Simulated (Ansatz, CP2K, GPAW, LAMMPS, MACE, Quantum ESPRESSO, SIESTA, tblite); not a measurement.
**Quantum ESPRESSO on liquid Zn38Se23S15 at 2640 K (76 atoms): settings against a plane-wave reference**

Aim: run liquid Zn38Se23S15 at 2640 K (76 atoms) in Quantum ESPRESSO and see how near its forces come to a plane-wave reference, and at what cost.

Main program and level: Quantum ESPRESSO 7.5; the method is named at each step.

## Step 1: Set-up

The cell holds 76 atoms: 38 Zn, 23 Se and 15 S. Its edges and angles: a = 11.922 Å, b = 11.922 Å, c = 11.922 Å, α = 90.0°, β = 90.0°, γ = 90.0°. 76 atoms (38 Zn, 23 Se, 15 S) placed at random at 4.69 g/cm³, melted at 2640 K for 10 ps at fixed volume with the Stillinger-Weber II-VI potential (Zhou et al., Phys. Rev. B 88, 085309 (2013)). Snapshot at the end of a hold of 5 ps at 2640 K and fixed volume.

The yardstick, on the same geometry:

| Property | Result |
| --- | --- |
| method | Kohn-Sham DFT, PBE, PAW, plane waves (Ansatz 0.2.0); cutoff 420 eV, Γ point, fermi-dirac smearing of 0.05 eV; PAW set soft_2 |
| r.m.s. force component | 0.7055 eV/Å |
| longest force | 3.13 eV/Å |
| pressure | -1.919 GPa |
| SCF cycles | 12 |
| time | 39 s on 4 threads of Arm Neoverse V2, shared host |
| CPU time | 2.3 min |

## Step 2: PBE, sssp-1.3.0-efficiency, 45/360 Ry

Method: Kohn-Sham DFT, PBE, SSSP efficiency 1.3.0 pseudopotentials, plane waves.

Input file pw.in:

```
&control
  calculation = 'scf'
  pseudo_dir = './pseudo'
  outdir = './tmp'
  disk_io = 'none'
  tprnfor = .true.
  tstress = .true.
/
&system
  ibrav = 0
  nat = 76
  ntyp = 3
  ecutwfc = 45
  ecutrho = 360
  nosym = .true.
  occupations = 'smearing'
  smearing = 'fd'
  degauss = 0.003675
/
&electrons
  conv_thr = 3.8e-07
  electron_maxstep = 100
  mixing_beta = 0.4
  mixing_mode = 'plain'
  diagonalization = 'david'
/
ATOMIC_SPECIES
Zn 65.380 Zn.upf
Se 78.971 Se.upf
S 32.060 S.upf
CELL_PARAMETERS angstrom
11.92180 0.00000 0.00000
0.00000 11.92180 0.00000
0.00000 0.00000 11.92180
ATOMIC_POSITIONS crystal
Zn 0.34853 0.01565 0.18227
Zn 0.10537 0.28323 0.57893
Zn 0.88272 0.07008 0.88003
Zn 0.32808 0.93937 0.82776
Zn 0.95216 0.67827 0.95956
Zn 0.57639 0.85533 0.25030
Zn 0.00575 0.66255 0.71944
Zn 0.52943 0.12135 0.60104
Zn 0.21066 0.74516 0.46345
Zn 0.33267 0.51003 0.79861
Zn 0.52257 0.17112 0.28391
Zn 0.04913 0.07847 0.36262
Zn 0.17123 0.52525 0.52550
Zn 0.95604 0.48697 0.29695
Zn 0.92593 0.70033 0.36169
Zn 0.36981 0.60592 0.31885
Zn 0.74927 0.63786 0.04100
Zn 0.67701 0.99349 0.94644
Zn 0.83586 0.52208 0.62608
Zn 0.94166 0.25347 0.45783
Zn 0.61202 0.61379 0.24160
Zn 0.75321 0.00098 0.26176
Zn 0.96720 0.02476 0.10587
Zn 0.58517 0.70031 0.89921
Zn 0.94405 0.49519 0.86348
Zn 0.58630 0.33082 0.72892
Zn 0.16750 0.39995 0.10570
Zn 0.51207 0.36601 0.18026
Zn 0.50033 0.84474 0.58913
Zn 0.32888 0.20436 0.97201
Zn 0.17278 0.76818 0.06670
Zn 0.65389 0.38866 0.43009
Zn 0.59581 0.61585 0.64832
Zn 0.34109 0.31669 0.63453
Zn 0.26860 0.03469 0.46208
Zn 0.77425 0.87365 0.63641
Zn 0.07601 0.95433 0.85374
Zn 0.76120 0.31830 0.96175
Se 0.23998 0.95732 0.03028
Se 0.14326 0.44712 0.74832
Se 0.75299 0.85750 0.10117
Se 0.04631 0.14167 0.72670
Se 0.98879 0.80267 0.15260
Se 0.86921 0.01987 0.47807
Se 0.52062 0.52546 0.01555
Se 0.47004 0.99734 0.39337
Se 0.72461 0.56590 0.81339
Se 0.33403 0.12474 0.69500
Se 0.73298 0.45264 0.23551
Se 0.07729 0.18201 0.99227
Se 0.81039 0.29983 0.77155
Se 0.65607 0.14584 0.13555
Se 0.17279 0.91383 0.29393
Se 0.97925 0.43926 0.06460
Se 0.66919 0.07281 0.74932
Se 0.18391 0.73099 0.81587
[... 16 atom lines left out ...]
S 0.96344 0.45726 0.49183
S 0.42430 0.77664 0.17237
S 0.28900 0.87466 0.63995
S 0.31915 0.23300 0.19279
K_POINTS gamma
```

Run with:

```bash
> OMP_NUM_THREADS=1 mpirun -np 4 pw.x -in pw.in > output.txt
```

The log of the run:

```text
Program PWSCF
     gamma-point specific algorithms are used
     one sub-group per band group will be used
     scalapack distributed-memory algorithm (size of sub-group:  2*  2 procs)
     Parallelization info
     sticks:   dense  smooth     PW     G-vecs:    dense   smooth      PW
     Min        3638    1820    451               329778   116604   14518
     Max        3642    1824    456               329779   116605   14520
     Sum       14561    7289   1813              1319113   466417   58077
     bravais-lattice index     =            0
     lattice parameter (alat)  =      22.5289  a.u.
     unit-cell volume          =   11434.6295 (a.u.)^3
     number of atoms/cell      =           76
     number of atomic types    =            3
     number of electrons       =       988.00
     number of Kohn-Sham states=          593
     kinetic-energy cutoff     =      45.0000  Ry
     charge density cutoff     =     360.0000  Ry
     scf convergence threshold =      3.8E-07
     mixing beta               =       0.4000
     number of iterations used =            8  plain     mixing
     Exchange-correlation=  SLA  PW   PBX  PBC
                           (   1   4   3   4   0   0   0)
     crystal axes: (cart. coord. in units of alat)
               a(1) = (   1.000000   0.000000   0.000000 )
               a(2) = (   0.000000   1.000000   0.000000 )
               a(3) = (   0.000000   0.000000   1.000000 )
     reciprocal axes: (cart. coord. in units 2 pi/alat)
               b(1) = (  1.000000  0.000000  0.000000 )
               b(2) = (  0.000000  1.000000  0.000000 )
               b(3) = (  0.000000  0.000000  1.000000 )
     PseudoPot. # 1 for Zn:
     Pseudo is Ultrasoft, Zval = 20.0
     PseudoPot. # 2 for Se:
     Pseudo is Ultrasoft + core correction, Zval =  6.0
     PseudoPot. # 3 for S :
     Pseudo is Ultrasoft + core correction, Zval =  6.0
     atomic species   valence    mass     pseudopotential
     Zn               20.00    65.38000     Zn( 1.00)
     Se                6.00    78.97100     Se( 1.00)
     S                 6.00    32.06000     S ( 1.00)
     No symmetry found
   Cartesian axes
     number of k points=     1  Fermi-Dirac smearing, width (Ry)=  0.0037
                       cart. coord. in units 2pi/alat
        k(    1) = (   0.0000000   0.0000000   0.0000000), wk =   2.0000000
     Dense  grid:   659557 G-vectors     FFT dimensions: ( 144, 144, 144)
     Smooth grid:   233209 G-vectors     FFT dimensions: ( 100, 100, 100)
     Initial potential from superposition of free atoms
     starting charge     987.9925, renormalised to     988.0000
     Starting wfcs are  646 randomized atomic wfcs
     Self-consistent Calculation
     iteration #  1     ecut=    45.00 Ry     beta= 0.40
     Threshold (ethr) on eigenvalues was too large:
     Diagonalizing with lowered threshold
     total energy              =  -18901.08732532 Ry
     estimated scf accuracy    <       6.26330665 Ry
     iteration #  2     ecut=    45.00 Ry     beta= 0.40
     total energy              =  -18900.13100555 Ry
     estimated scf accuracy    <      20.14597894 Ry
     iteration #  3     ecut=    45.00 Ry     beta= 0.40
     total energy              =  -18902.46092963 Ry
     estimated scf accuracy    <       8.31555368 Ry
     iteration #  4     ecut=    45.00 Ry     beta= 0.40
     total energy              =  -18903.04329496 Ry
     estimated scf accuracy    <       1.11321549 Ry
     iteration #  5     ecut=    45.00 Ry     beta= 0.40
     total energy              =  -18903.11381153 Ry
     estimated scf accuracy    <       0.38944337 Ry
     iteration #  6     ecut=    45.00 Ry     beta= 0.40
     total energy              =  -18903.13055211 Ry
     estimated scf accuracy    <       0.20187082 Ry
[...]
total energy              =  -18903.15213620 Ry
[...]
iteration # 20     ecut=    45.00 Ry     beta= 0.40
     total energy              =  -18903.15213652 Ry
     estimated scf accuracy    <       0.00000580 Ry
     iteration # 21     ecut=    45.00 Ry     beta= 0.40
     total energy              =  -18903.15213695 Ry
     estimated scf accuracy    <       0.00000142 Ry
     iteration # 22     ecut=    45.00 Ry     beta= 0.40
     End of self-consistent calculation
          k = 0.0000 0.0000 0.0000 ( 29039 PWs)   bands (ev):
  -119.5626-119.4739-119.4670-119.4295-119.3627-119.3250-119.2819-119.2818
  -119.2782-119.2551-119.2474-119.2114-119.2010-119.1994-119.1805-119.1786
  -119.1739-119.1696-119.1579-119.1408-119.1333-119.1325-119.1278-119.1111
  -119.0953-119.0919-119.0763-119.0562-119.0491-119.0438-119.0402-119.0369
  -119.0247-119.0225-118.9753-118.9698-118.9539-118.8672 -73.7647 -73.7141
   -73.7061 -73.6734 -73.6700 -73.6427 -73.6275 -73.6262 -73.6080 -73.6019
   -73.5959 -73.5761 -73.5634 -73.5265 -73.5204 -73.5078 -73.4916 -73.4880
   -73.4853 -73.4780 -73.4660 -73.4636 -73.4619 -73.4559 -73.4446 -73.4422
   -73.4219 -73.4207 -73.4154 -73.4131 -73.4089 -73.4071 -73.4002 -73.3992
   -73.3984 -73.3924 -73.3872 -73.3755 -73.3718 -73.3700 -73.3684 -73.3623
   -73.3590 -73.3549 -73.3465 -73.3442 -73.3428 -73.3427 -73.3411 -73.3324
[...]
12.0961  12.1495  12.1853  12.2591  12.3239  12.3418  12.4236  12.4626
    12.5251  12.5331  12.6071  12.6957  12.7103  12.7453  12.7869  12.8065
    12.8280  12.8919  12.9298  12.9819  13.0291  13.0493  13.0932  13.1887
    13.2110
     the Fermi energy is     6.9603 ev
!    total energy              =  -18903.15213686 Ry
     estimated scf accuracy    <       0.00000032 Ry
     smearing contrib. (-TS)   =      -0.01960961 Ry
     internal energy E=F+TS    =  -18903.13252726 Ry
     The total energy is F=E-TS. E is the sum of the following terms:
     one-electron contribution =  -18354.24144570 Ry
     hartree contribution      =    9408.87459990 Ry
     xc contribution           =   -2409.57151148 Ry
     ewald contribution        =   -7548.19416998 Ry
     convergence has been achieved in  22 iterations
     Forces acting on atoms (cartesian axes, Ry/au):
     atom    1 type  1   force =    -0.00132083    0.01150586    0.03903389
     atom    2 type  1   force =     0.03215719    0.00299480    0.00408987
     atom    3 type  1   force =    -0.00414144    0.00825577   -0.00426765
     atom    4 type  1   force =    -0.04570167    0.00648249   -0.06558395
     atom    5 type  1   force =    -0.00218480    0.02761735    0.01013997
     atom    6 type  1   force =     0.00530682   -0.00386495    0.00000941
[...]
atom   74 type  3   force =    -0.00357996   -0.03089738    0.03454131
     atom   75 type  3   force =     0.03461564   -0.01275508   -0.04044987
     atom   76 type  3   force =     0.04387069   -0.02143041   -0.04327698
     Total force =     0.414938     Total SCF correction =     0.003755
     Computing stress (Cartesian axis) and pressure
          total   stress  (Ry/bohr**3)                   (kbar)     P=      -21.40
  -0.00009066  -0.00000944   0.00001652          -13.34       -1.39        2.43
  -0.00000944  -0.00012176   0.00001509           -1.39      -17.91        2.22
   0.00001652   0.00001509  -0.00022405            2.43        2.22      -32.96
     Message from routine punch:
     Nothing written, as per user request (disk_io='none')
```

Wall time 8.1 min (4 MPI ranks of Arm Neoverse V2, shared host); peak memory 4.5 GiB.

Banners, paths, timers and routine set-up lines are dropped from the logs unmarked, and long logs keep their key lines alone; longer cuts are marked.

Numbers from this run, and their distance from the reference:

```yaml
r_m_s_force_component: 0.7065 eV/Å
r_m_s_difference_of_force_components: 7.259 meV/Å
longest_difference_of_force_vectors: 26.05 meV/Å
force_difference_over_r_m_s_force: 1.029 %
slope_of_forces_against_the_reference_s: 1.001
correlation_of_force_components: 1
pressure: -2.14 GPa
pressure_difference: -0.2215 GPa
```

Length of the force difference by element (eV/Å):

```csv
element,atoms,mean,most
S,15,0.013,0.023
Se,23,0.011,0.020
Zn,38,0.011,0.026
```

A closer look about Zn26, picked at random: 11 atoms, nearest first, numbered in the order of the input, with positions taken from that point.

```csv
atom,x,y,z,distance (Å),bonds,Fx,Fy,Fz (eV/Å)
Zn26,0.00,0.00,0.00,0.00,3,0.62,0.00,-0.30
Se59,-0.58,-0.34,2.27,2.37,4,-0.72,-0.39,0.54
S64,-1.25,1.14,-1.66,2.37,4,2.10,-0.17,0.71
Se51,2.67,-0.37,0.51,2.74,5,0.14,0.47,-0.26
Zn8,-0.68,-2.50,-1.52,3.00,3,-0.20,-0.29,0.27
Zn34,-2.92,-0.17,-1.13,3.14,4,-1.07,-0.71,-0.13
S71,1.90,-1.14,-2.35,3.23,2,-1.05,1.04,-1.02
Se55,0.99,-3.08,0.24,3.24,4,0.56,-0.23,0.09
Se47,1.65,2.80,1.01,3.40,5,0.09,-0.84,0.08
Zn38,2.09,-0.15,2.78,3.47,4,-0.31,-0.07,0.50
Zn33,0.11,3.40,-0.96,3.53,6,0.00,0.23,0.22
```

Forces lie 1.0 % from the reference's, at 14 times its CPU time.

## Step 3: What came out

```json
{"force difference from the reference": "QE PBE, sssp-1.3.0-efficiency, 45/360 Ry, 1.0 %", "its CPU time": "32 min"}
```

PBE on plane waves or a grid with other potentials, cutoffs or grids differs from the reference by 1.0 % (QE PBE, sssp-1.3.0-efficiency, 45/360 Ry) of the r.m.s. force; this holds the reference's own error, so differences of a few per cent don't tell which side is nearer the exact PBE result (QE's 45 Ry are 612 eV, against the reference's 420 eV). The potentials hold different valence shells: 914 electrons in the reference, 988 in Quantum ESPRESSO with SSSP; this bears on time and differences. The frame stands for 2640 K, but pressures are static and levels are smeared at 580 K, under the temperature of the frame, which matters where levels are partly filled. The network of bonds at the start is that of the classical potential that made the cell, and needn't be the one that DFT or experiment would give. The electronic-structure runs sample only Γ, in a cell whose shortest periodic width is 12 Å, which is coarse for a cell with partly filled levels.

[Also dropped from logs without a mark: logging warnings of Python, and SIESTA's first energy breakdown and zero terms.]

[Logs are printed without paths, hosts, clocks, repeated set-up lines and the standing remarks that a program may print on its own settings, such as how far it seeks lower states.]

[Hosts, paths, dates, database ids (printed as entryN), source tags and the programs' standing remarks are cut or masked in the printed files.]
